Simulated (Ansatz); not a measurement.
## ThTi2O6 (C2/m): the host for defect calculations

Aim: the runs on the perfect crystal ThTi2O6 (C2/m) that a defect calculation needs first.

Calculated with Ansatz 0.2.0; plane-wave PAW DFT, PBEsol; single point of the host's primitive cell on a dense mesh, in the first sound run; inputs show where later runs differ.

**1. Set-up**

The structure is monoclinic, space group C2/m (No. 12). Conventional cell: a = 9.852 Å, b = 3.809 Å, c = 7.014 Å, α = 90.00°, β = 119.75°, γ = 90.00°. Nearest to Th lie 8 O at 2.31 to 2.78 Å. Nearest to Ti lie 6 O at 1.85 to 2.10 Å. Nearest to O lie 3 Ti at 1.97 to 2.10 Å and 1 Th at 2.78 Å. Nearest to O lie 1 Ti at 1.87 Å and 2 Th at 2.32 Å. Nearest to O lie 2 Ti at 1.85 to 2.04 Å and 1 Th at 2.31 Å. Farther neighbours and most contacts between anions are not listed.

**2. Primitive cell on a dense mesh**

A dense mesh gives the host's converged energy, against which the supercell's sampling is tested.

File dense/input.yaml:

```yaml
crystal:
  lattice:
    - [4.9261611175, -1.9044405873, -0.0184350722]
    - [4.9261611175, 1.9044405873, -0.0184350722]
    - [-3.4569577434, 0.0, 6.1023713291]
  atoms:
    - { symbol: Th, position: [0.0, 0.0, 0.0] }
    - { symbol: Ti, position: [0.1768008378, 0.1768008378, 0.6066456919] }
    - { symbol: Ti, position: [0.8231991622, 0.8231991622, 0.3933543081] }
    - { symbol: O, position: [0.7238893003, 0.7238893003, 0.5976825488] }
    - { symbol: O, position: [0.2761106997, 0.2761106997, 0.4023174512] }
    - { symbol: O, position: [0.3450879352, 0.3450879352, 0.8937820831] }
    - { symbol: O, position: [0.9752252293, 0.9752252293, 0.3109548807] }
    - { symbol: O, position: [0.0247747707, 0.0247747707, 0.6890451193] }
    - { symbol: O, position: [0.6549120648, 0.6549120648, 0.1062179169] }
basis:
  ecutwfc: 420
  xc_grid: 2
hamiltonian:
  xc: pbesol
kpoints:
  mp_grid: { grid: [8, 8, 5] }
scf:
  occupations: { method: fermi_dirac, width: 0.01 }
  max_iter: 80
```

Command:

```
> ansatz run input.yaml --threads 4 --pin off --max-ram 7536MiB --backend cpu --events-out ev --progress --plain --runs-dir out
```

Numbers of over 12 decimals in the logs are rounded to 6 here.

Log:

```text
Engine: ansatz 0.2.0, aarch64-unknown-linux-gnu
Pseudopotentials: kind: paw
Pseudopotential: Th, paw, valence charge 12, recommended cutoff 420 eV (normal), Th.paw.azcp
Pseudopotential: Ti, paw, valence charge 12, recommended cutoff 420 eV (normal), Ti.paw.azcp
Pseudopotential: O, paw, valence charge 6, recommended cutoff 420 eV (normal), O.paw.azcp
Functional definition: PBEsol
  exchange = pbesol_x
  correlation = pbesol_c
Crystal: 9 atoms, lattice volume = 114.257 Å³
Basis set: ecut = 420 eV, 2233 PW (Γ), exchange–correlation on 72×72×96 points (8 copies of the dense FFT grid, shifted against one another)
Bands: 45, of which v1, the nominal top of the filled ones, is band 36 counted from 1 (35 counted from 0)
Symmetry: 4 space group operations
Space group: C2/m (ITA 12), of the structure as read, at distance tolerance 4.9e-5 Å
k-points: 93 of 320
Non-local potential: Th, projectors of the file, l = 0: 3, l = 1: 2, l = 2: 2, l = 3: 3
Non-local potential: Ti, projectors of the file, l = 0: 3, l = 1: 2, l = 2: 3, l = 3: 1
Non-local potential: O, projectors of the file, l = 0: 2, l = 1: 2, l = 2: 1
PAW form: soft (Blöchl's): semilocal exchange-correlation on the pseudo side does not see the compensation charge
PAW frozen core: Th, regenerated for the run's functional, and the local potential with it (the file was generated under x = pbe(κ = 0.804, μ = 0.219515), c = pbe(β = 0.066725))
PAW frozen core: Ti, regenerated for the run's functional, and the local potential with it (the file was generated under x = pbe(κ = 0.804, μ = 0.219515), c = pbe(β = 0.066725))
PAW frozen core: O, regenerated for the run's functional, and the local potential with it (the file was generated under x = pbe(κ = 0.804, μ = 0.219515), c = pbe(β = 0.066725))
PAW one-centre angular grid: Th, 590 points (default); XC on 64 Gauss nodes
PAW one-centre angular grid: Ti, 590 points (default); XC on 64 Gauss nodes
PAW one-centre angular grid: O, 110 points (default); XC on 64 Gauss nodes
Initial density: superposition of atomic densities (neutral atoms: chi_scale 0, normalization atom), corrected by the library's trained network
Initial wavefunctions: pseudopotential atomic-orbital guess
Functional: x = pbesol(κ = 0.804, μ = 0.123457), c = pbesol(β = 0.046)
SCF iter   1: F=—  HF=-21384.313648 eV  |F-HF|=—  |Δ(HF+E_count)|=         —  Δρ=1.68e-2  dr2=2.63e-1  ethr=1.77e-3  ⟨swp⟩=6.2  Hψ=16847  notcnv=0  defer=1
preconditioner: auto → Resta (q_TF=auto, 2.526 Å⁻¹)  ε∞=6.4  [insulator: Δε(μ)=2.883 eV  Ē_g=10.976 eV  σ=0.010 eV  W_gap=1.00  n_scr=28 (ndim 8)  ℏωp=25.5 eV  f_vac=0.081  D(μ)=0.00/eV (n_scr^D=0)  ε∞_Penn≈6.4]
SCF iter   2: F=—  HF=-21384.265327 eV  |F-HF|=—  |Δ(HF+E_count)|=   4.83e-2  Δρ=6.87e-3  dr2=5.08e-2  ethr=3.65e-4  ⟨swp⟩=2.0  Hψ=7741  notcnv=0  defer=279
SCF iter   3: F=—  HF=-21384.256571 eV  |F-HF|=—  |Δ(HF+E_count)|=   8.76e-3  Δρ=2.01e-3  dr2=3.58e-3  ethr=7.06e-5  ⟨swp⟩=2.3  Hψ=6194  notcnv=0
automatic band count: iteration 3 solves 42 bands in place of 45: the levels show a gap, and the empty bands left out lie too high to hold charge; the band table lists the bands solved (type scf.n_extra_bands for more)
SCF iter   4: F=—  HF=-21384.256612 eV  |F-HF|=—  |Δ(HF+E_count)|=   4.07e-5  Δρ=7.03e-4  dr2=4.83e-4  ethr=4.97e-6  ⟨swp⟩=2.6  Hψ=7401  notcnv=0
SCF iter   5: F=—  HF=-21384.256775 eV  |F-HF|=—  |Δ(HF+E_count)|=   1.63e-4  Δρ=3.94e-4  dr2=1.64e-4  ethr=6.71e-7  ⟨swp⟩=2.0  Hψ=6710  notcnv=0
SCF iter   6: F=—  HF=-21384.256758 eV  |F-HF|=—  |Δ(HF+E_count)|=   1.63e-5  Δρ=9.80e-5  dr2=1.58e-5  ethr=2.28e-7  ⟨swp⟩=2.0  Hψ=5726  notcnv=0
SCF iter   7: F=—  HF=-21384.256773 eV  |F-HF|=—  |Δ(HF+E_count)|=   1.45e-5  Δρ=5.04e-5  dr2=3.07e-6  ethr=2.20e-8  ⟨swp⟩=2.5  Hψ=6604  notcnv=0
SCF iter   8: F=—  HF=-21384.256774 eV  |F-HF|=—  |Δ(HF+E_count)|=   8.82e-7  Δρ=1.05e-5  dr2=1.96e-7  ethr=4.26e-9  ⟨swp⟩=2.4  Hψ=7443  notcnv=0
SCF iter   9: F=—  HF=-21384.256774 eV  |F-HF|=—  |Δ(HF+E_count)|=   1.46e-7  Δρ=1.12e-5  dr2=1.23e-7  ethr=1.59e-10  ⟨swp⟩=3.0  Hψ=8727  notcnv=0
SCF iter  10: F=-21384.256774 eV  HF=-21384.256774 eV  |F-HF|=3.72e-9  |Δ(HF+E_count)|=   1.73e-8  Δρ=1.76e-6  dr2=3.77e-9  ethr=1.59e-10  ⟨swp⟩=2.1  Hψ=7364  notcnv=0
SCF 1 converged in 10 iterations: F = -21384.256774 eV  dr2 = 3.77e-9
  greatest PAW one-centre occupation: 0.999 electrons in one spin orbital (limit 2), on the Ti atom at site 2 (counted from 0), in its partial waves of l = 0
SCF converged after 10 iterations
Free energy (F): -21384.256774 eV
Harris-Foulkes:  -21384.256774 eV  (|F-HF|=3.72e-9)
Internal energy: -21384.256774 eV  (E = F + TS)
E sigma→0 (E₀):  -21384.256774 eV
Fermi energy:    10.032214 eV
--- Per-component energies (eV) ---
  E_band       = -427.714152
  E_kinetic    = 1826.166404
  E_local      = -4914.029808  (includes V_loc(G=0)·N_el)
  E_nonlocal   = 456.969055
  E_hartree    = 1892.939074
  E_xc         = -1021.568347
  E_vxc        = -988.188245  (∫ρ·V_xc dr)
  E_paw        = -14827.627559  (= ΣΔE_a)
  E_vpaw       = -594.524997  (= ΣTr[D̂ρ^β])
  E_aug_tail   = 0.014958  (compensation charges beyond the density's cutoff)
  E_ewald      = -4797.748377
  E_core_change = 0.627825  (= ΣΔE_core)
  E_smearing   = -0.000000  (= −TS)
  E_closure    = -0.000000  (closes the sum)
  Σ components = -21384.256774   (vs F -21384.256774, Δ=0.00e0)
```

The job ended after 7.9 s (4 threads of Arm Neoverse V1, shared host; peak memory 0.71 GiB).

**3. Self-consistent run**

This step: plane-wave PAW DFT, PBEsol; single point of the defect-free supercell, a test of its k-points (Ansatz 0.2.0).

System of this step: ThTi2O6 (C2/m). Symmetry: C2/m, No. 12, monoclinic system. Conventional cell: a = 9.852 Å, b = 3.809 Å, c = 7.014 Å, α = 90.00°, β = 119.75°, γ = 90.00°. Th has 8 O at 2.31 to 2.78 Å nearest. Ti has 6 O at 1.85 to 2.10 Å nearest. Nearest to O lie 3 Ti at 1.97 to 2.10 Å and 1 Th at 2.78 Å. Nearest to O lie 1 Ti at 1.87 Å and 2 Th at 2.32 Å. O has 2 Ti at 1.85 to 2.04 Å and 1 Th at 2.31 Å nearest. Farther neighbours and most contacts between anions are not listed.

File pristine.sampling/input.yaml:

```yaml
crystal:
  lattice:
    - [-3.4569577434, 3.8088811745, 6.1023713291]
    - [6.3953644916, 0.0, 6.0655011847]
    - [9.852322235, 3.8088811745, -0.0368701444]
  atoms:
    - { symbol: Th, position: [0.0, 0.0, 0.0] }
    - { symbol: Th, position: [0.0, 0.0, 0.5] }
    - { symbol: Th, position: [0.5, 0.5, 0.0] }
    - { symbol: Th, position: [0.5, 0.5, 0.5] }
    - { symbol: Ti, position: [0.2149224271, 0.3917232648, 0.2850775729] }
    - { symbol: Ti, position: [0.2149224271, 0.3917232648, 0.7850775729] }
    - { symbol: Ti, position: [0.7149224271, 0.8917232648, 0.2850775729] }
    - { symbol: Ti, position: [0.7149224271, 0.8917232648, 0.7850775729] }
    - { symbol: Ti, position: [0.2850775729, 0.1082767352, 0.2149224271] }
    - { symbol: Ti, position: [0.2850775729, 0.1082767352, 0.7149224271] }
    - { symbol: Ti, position: [0.7850775729, 0.6082767352, 0.2149224271] }
    - { symbol: Ti, position: [0.7850775729, 0.6082767352, 0.7149224271] }
    - { symbol: O, position: [0.4368966243, 0.1607859245, 0.0631033757] }
    - { symbol: O, position: [0.4368966243, 0.1607859245, 0.5631033757] }
    - { symbol: O, position: [0.9368966243, 0.6607859245, 0.0631033757] }
    - { symbol: O, position: [0.9368966243, 0.6607859245, 0.5631033757] }
    - { symbol: O, position: [0.0631033757, 0.3392140755, 0.4368966243] }
    - { symbol: O, position: [0.0631033757, 0.3392140755, 0.9368966243] }
    - { symbol: O, position: [0.5631033757, 0.8392140755, 0.4368966243] }
    - { symbol: O, position: [0.5631033757, 0.8392140755, 0.9368966243] }
    - { symbol: O, position: [0.2743470739, 0.6194350092, 0.2256529261] }
    - { symbol: O, position: [0.2743470739, 0.6194350092, 0.7256529261] }
    - { symbol: O, position: [0.7743470739, 0.1194350092, 0.2256529261] }
    - { symbol: O, position: [0.7743470739, 0.1194350092, 0.7256529261] }
    - { symbol: O, position: [0.1678648257, 0.143090055, 0.3321351743] }
    - { symbol: O, position: [0.1678648257, 0.143090055, 0.8321351743] }
    - { symbol: O, position: [0.6678648257, 0.643090055, 0.3321351743] }
    - { symbol: O, position: [0.6678648257, 0.643090055, 0.8321351743] }
    - { symbol: O, position: [0.3321351743, 0.356909945, 0.1678648257] }
    - { symbol: O, position: [0.3321351743, 0.356909945, 0.6678648257] }
    - { symbol: O, position: [0.8321351743, 0.856909945, 0.1678648257] }
    - { symbol: O, position: [0.8321351743, 0.856909945, 0.6678648257] }
    - { symbol: O, position: [0.2256529261, 0.8805649908, 0.2743470739] }
    - { symbol: O, position: [0.2256529261, 0.8805649908, 0.7743470739] }
    - { symbol: O, position: [0.7256529261, 0.3805649908, 0.2743470739] }
    - { symbol: O, position: [0.7256529261, 0.3805649908, 0.7743470739] }
basis:
  ecutwfc: 420
  xc_grid: 2
hamiltonian:
  xc: pbesol
kpoints:
  mp_grid: { grid: [1, 1, 1] }
scf:
  occupations: { method: fermi_dirac, width: 0.01 }
  max_iter: 80
```

Log:

```text
[...]
Crystal: 36 atoms, lattice volume = 457.028 Å³
Basis set: ecut = 420 eV, 8965 PW (Γ), exchange–correlation on 108×120×144 points (8 copies of the dense FFT grid, shifted against one another)
Bands: 180, of which v1, the nominal top of the filled ones, is band 144 counted from 1 (143 counted from 0)
Symmetry: 16 space group operations
[...]
k-points: 1
[...]
SCF iter   1: F=—  HF=-85537.399075 eV  |F-HF|=—  |Δ(HF+E_count)|=         —  Δρ=1.80e-2  dr2=1.25e0  ethr=1.77e-3  ⟨swp⟩=6.0  Hψ=680  notcnv=0  defer=13
[...]
SCF iter   9: F=-85537.139960 eV  HF=-85537.139960 eV  |F-HF|=2.94e-7  |Δ(HF+E_count)|=   4.52e-7  Δρ=9.83e-6  dr2=3.79e-7  ethr=1.59e-10  ⟨swp⟩=3.0  Hψ=372  notcnv=0
SCF 1 converged in 9 iterations: F = -85537.139960 eV  dr2 = 3.79e-7
[...]
SCF converged after 9 iterations
Free energy (F): -85537.139960 eV
[...]
Internal energy: -85537.139960 eV  (E = F + TS)
E sigma→0 (E₀):  -85537.139960 eV
Fermi energy:    10.121541 eV
[...]
```

The job ended after 2.1 s (4 threads; peak memory 0.67 GiB).

This step gave:

- energy over dense mesh: -0.003135 eV/atom

(Part 1 of 3 ends here.)

[Logs are printed without paths, hosts, clocks, repeated set-up lines and the standing remarks that a program may print on its own settings, such as how far it seeks lower states.]

[Hosts, paths, dates, database ids (printed as entryN), source tags and the programs' standing remarks are cut or masked in the printed files.]

[Runs of the host that timed out are not shown.]

[For some hosts the program warned that the k-mesh of the response run may be too coarse for force constants and the static dielectric constant; such warnings are not always shown.]
